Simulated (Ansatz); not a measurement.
# Sr2SiS4 (P2_1/m): how G0W0 depends on its starting point

How much of the starting functional survives in the G0W0 gap of Sr2SiS4 (P2_1/m)?

Calculated with Ansatz 0.2.0; G0W0 on several functionals, plane waves, PAW.

This is a report of a sequence of runs, with most program output left out.

In doubt: masses and optical values from hybrid runs of this build are listed as unsure (step 4), which bears on the screening that GW takes from such a start.

### 1. Starting point

It takes space group P2_1/m (No. 11, monoclinic). The conventional cell has a = 6.609 Å, b = 6.660 Å, c = 8.262 Å, α = 90.00°, β = 108.22°, γ = 90.00°. Nearest to Sr lie 9 S at 2.96 to 3.80 Å and 4 Si at 3.51 to 3.93 Å. Nearest to Sr lie 8 S at 3.04 to 3.46 Å and 3 Si at 3.71 to 3.89 Å. Si has 4 S at 2.12 to 2.13 Å and 7 Sr at 3.51 to 3.93 Å nearest. Nearest to S lie 1 Si at 2.12 Å and 5 Sr at 3.03 to 3.80 Å. S has 1 Si at 2.13 Å and 4 Sr at 2.96 to 3.46 Å nearest. Nearest to S lie 1 Si at 2.12 Å and 4 Sr at 3.01 to 3.13 Å. Farther neighbours and most contacts between anions are not listed.

Coordinates:

```cif
data_structure
_symmetry_space_group_name_H-M 'P2_1/m'
_symmetry_Int_Tables_number 11
_cell_length_a 6.6087
_cell_length_b 6.6595
_cell_length_c 8.2623
_cell_angle_alpha 90.000
_cell_angle_beta 108.216
_cell_angle_gamma 90.000
_cell_volume 345.41
loop_
_atom_site_label
_atom_site_type_symbol
_atom_site_symmetry_multiplicity
_atom_site_Wyckoff_symbol
_atom_site_fract_x
_atom_site_fract_y
_atom_site_fract_z
_atom_site_occupancy
Sr1 Sr 2 e 0.28367 0.75000 0.95181 1
Sr2 Sr 2 e 0.22483 0.75000 0.42926 1
Si1 Si 2 e 0.72130 0.75000 0.79685 1
S1 S 2 e 0.88645 0.75000 0.06158 1
S2 S 2 e 0.91690 0.75000 0.63567 1
S3 S 4 f 0.51038 0.50197 0.73725 1
```

The cell and positions are those that the Materials Project relaxed with its own functionals (PBE, PBE+U or r2SCAN), kept fixed. The default PAW set here is soft_2. Its files were made with PBE.

### 2. G0W0 on LDA

Now the one-shot GW correction: screening in the RPA, then the self-energy of the levels asked for.

This step: G0W0 on LDA, plane waves, PAW.

Input file input.yaml:

```yaml
crystal:
  lattice:
    - [6.6087392105, 0.0, 0.0]
    - [0.0, 6.65954238, 0.0]
    - [-2.5827482587, 0.0, 7.848229828]
  atoms:
    - { symbol: Sr, position: [0.2836712, 0.75, 0.95180912] }
    - { symbol: Sr, position: [0.7163288, 0.25, 0.04819088] }
    - { symbol: Sr, position: [0.2248299, 0.75, 0.42926377] }
    - { symbol: Sr, position: [0.7751701, 0.25, 0.57073623] }
    - { symbol: Si, position: [0.72130103, 0.75, 0.7968462] }
    - { symbol: Si, position: [0.27869897, 0.25, 0.2031538] }
    - { symbol: S, position: [0.88645343, 0.75, 0.06157594] }
    - { symbol: S, position: [0.11354657, 0.25, 0.93842406] }
    - { symbol: S, position: [0.91690048, 0.75, 0.63566798] }
    - { symbol: S, position: [0.08309952, 0.25, 0.36433202] }
    - { symbol: S, position: [0.51038414, 0.50196672, 0.7372482] }
    - { symbol: S, position: [0.48961586, 0.00196672, 0.2627518] }
    - { symbol: S, position: [0.48961586, 0.49803328, 0.2627518] }
    - { symbol: S, position: [0.51038414, 0.99803328, 0.7372482] }
kpoints:
  mp_grid: { grid: [2, 2, 2] }
hamiltonian:
  xc: lda
scf:
  occupations: { method: fixed }
gw:
  n_empty_bands: 420
  ecut_chi: 66
  qp_bands: [v4, c4]
  qp_kpoints: band_edges
  screening: { model: contour_deformation }
```

The run is started by

```sh
> ansatz run input.yaml --threads 24 --pin off --max-ram 82944MiB --backend cuda --events-out ev --progress --plain --runs-dir out --devices 1 --max-vram 78GiB
```

Run time: 3.4 s. Hardware: 1 × NVIDIA GB200 (shared by 2 runs) with 24 threads of Arm Neoverse V2, shared host; peak memory 1.9 GiB; 13 s of CPU time.

Numbers from this step:

```
bands summed                                 : 468
RPA ε∞ on this mesh (eigenvalues)            : 4.693, 4.749, 5.246
plane waves in the screening matrix          : 431
q-points in the mesh                         : 8
G0W0 gap on the mesh                         : 4.183 eV
k of the valence top                         : 0, 0, 0
k of the conduction bottom                   : -0.5, 0, 0
starting gap on the mesh                     : 2.755 eV
Z at the valence top                         : 0.7653
Z at the conduction bottom                   : 0.8073
least direct G0W0 gap on the computed points : 4.372 eV
```

The gap on the mesh goes from 2.76 eV to 4.18 eV, a correction of +1.43 eV. Between the two edge states, bare exchange in place of the xc potential would open the gap by 7.60 eV, and correlation takes back 6.18 eV.

### 3. G0W0 on r2SCAN

One-shot GW remembers its start. Another functional's orbitals and levels show by how much.

This step: G0W0 on r2SCAN, plane waves, PAW.

Changes to input.yaml since step 2:

```diff
@@ -23,3 +23,3 @@
 hamiltonian:
-  xc: lda
+  xc: r2scan
 scf:
```

The job ended after 5.5 s (1 × NVIDIA GB200 (shared by 2 runs) with 24 threads; peak memory 2.9 GiB; 23 s of CPU time).

This step gave:

- bands summed: 468
- RPA ε∞ on this mesh (eigenvalues): 3.978, 4.020, 4.312
- plane waves in the screening matrix: 431
- q-points in the mesh: 8
- G0W0 gap on the mesh: 4.533 eV
- k of the valence top: 0, 0, 0
- k of the conduction bottom: -0.5, 0, 0
- starting gap on the mesh: 3.399 eV
- Z at the valence top: 0.7847
- Z at the conduction bottom: 0.8243
- least direct G0W0 gap on the computed points: 4.727 eV

Against the run with 2×2×2 mesh, 420 empty bands, screening to 66 eV on LDA, the gap moves by +0.35 eV, while the start moved by +0.64 eV.

### 4. G0W0 on HSE06

This step: G0W0 on HSE06, plane waves, PAW.

Changes to input.yaml since step 3:

```diff
@@ -23,3 +23,3 @@
 hamiltonian:
-  xc: r2scan
+  xc: hse06
 scf:
```

Elapsed: 24 s, on 1 × NVIDIA GB200 (shared by 2 runs) with 24 threads; peak memory 2.2 GiB.

This step gave:

* bands summed: 468
* RPA ε∞ on this mesh (eigenvalues): 3.722, 3.746, 3.990
* plane waves in the screening matrix: 431
* G0W0 gap on the mesh: 4.705 eV
* k of the valence top: 0, 0, 0
* k of the conduction bottom: -0.5, 0, 0
* starting gap on the mesh: 3.967 eV
* least direct G0W0 gap on the computed points: 4.915 eV

Against the run with 2×2×2 mesh, 420 empty bands, screening to 66 eV on r2SCAN, the gap moves by +0.17 eV, while the start moved by +0.57 eV.

### 5. Side by side

All on the 2×2×2 mesh with 420 empty bands and screening to 66 eV. Times are wall times on 1 × NVIDIA GB200 (shared by 2 runs) with 24 threads of Arm Neoverse V2, shared host, good to a factor of about two.

| start | starting gap (eV) | shift (eV) | G0W0 gap (eV) | RPA ε∞ (harmonic mean) | Z (valence, conduction) | time |
| --- | --- | --- | --- | --- | --- | --- |
| LDA | 2.76 | +1.43 | 4.18 | 4.88 | 0.77, 0.81 | 3.4 s |
| r2SCAN | 3.40 | +1.13 | 4.53 | 4.10 | 0.78, 0.82 | 5.5 s |
| HSE06 | 3.97 | +0.74 | 4.70 | 3.82 | 0.80, 0.84 | 24 s |

How the two edges are built up, in eV (the quasiparticle level is the starting level plus Σx plus Σc less Vxc):

| run | edge | start | Σx | Σc | Vxc | Z | QP |
| --- | --- | --- | --- | --- | --- | --- | --- |
| LDA | valence top | 5.30 | -18.04 | 2.35 | -15.21 | 0.77 | 4.83 |
| LDA | conduction bottom | 8.06 | -5.94 | -3.83 | -10.72 | 0.81 | 9.01 |
| r2SCAN | valence top | 5.28 | -18.13 | 2.30 | -15.34 | 0.78 | 4.79 |
| r2SCAN | conduction bottom | 8.68 | -5.77 | -3.59 | -9.99 | 0.82 | 9.32 |
| HSE06 | valence top | 4.88 | -18.13 | 2.16 | -15.75 | 0.80 | 4.66 |
| HSE06 | conduction bottom | 8.84 | -5.61 | -3.52 | -9.65 | 0.84 | 9.36 |

For a hybrid start, Vxc holds its share of exact exchange.

### 6. Outcome

| Item | Value |
| --- | --- |
| G0W0@LDA | 4.18 eV (start 2.76 eV) |
| G0W0@r2SCAN | 4.53 eV (start 3.40 eV) |
| G0W0@HSE06 | 4.70 eV (start 3.97 eV) |
| known limits | not at the basis limit; no spin-orbit coupling; coarse k mesh |

In words: The starting gaps span 1.21 eV and the G0W0 gaps 0.52 eV. Between LDA and HSE06, 0.52 eV of the 1.21 eV survives, 43 %. HSE06 screens less than LDA (ε∞ 3.82 against 4.88). Of the 0.52 eV by which its G0W0 gap is higher, the correlation part gives +0.50 eV, and exchange with the one-particle terms, which follow the orbitals, +0.03 eV. The smallest correction, +0.74 eV, is on HSE06, the start nearest to reproducing itself. Bands and cutoff are finite, so the gap is not at the basis limit. The miss can reach some tenths of an eV and take either sign; the mesh is an error of its own. The 2×2×2 mesh is coarse for this cell (its supercell is 13 Å along the shortest edge). The RPA ε∞ on it, from the LDA start, is 4.69, 4.75 and 5.25; such meshes misread the long-range screening, most where the gap is narrow. The many-body steps are scalar-relativistic: spin-orbit coupling is not in them.

[Paths, hosts, dates, memory and timing lines, banners, echoed tables and standing remarks are left out of the program output.]

[Logs are printed without paths, hosts, clocks, repeated set-up lines and the standing remarks that a program may print on its own settings, such as how far it seeks lower states.]

[Runs of the session that timed out or met a known fault of the program may be left out.]

[Cells called generated may have been cut or substituted from an entry of the Crystallography Open Database or the Materials Project.]

[Hosts, paths, dates, database ids (printed as entryN), source tags and the programs' standing remarks are cut or masked in the printed files.]
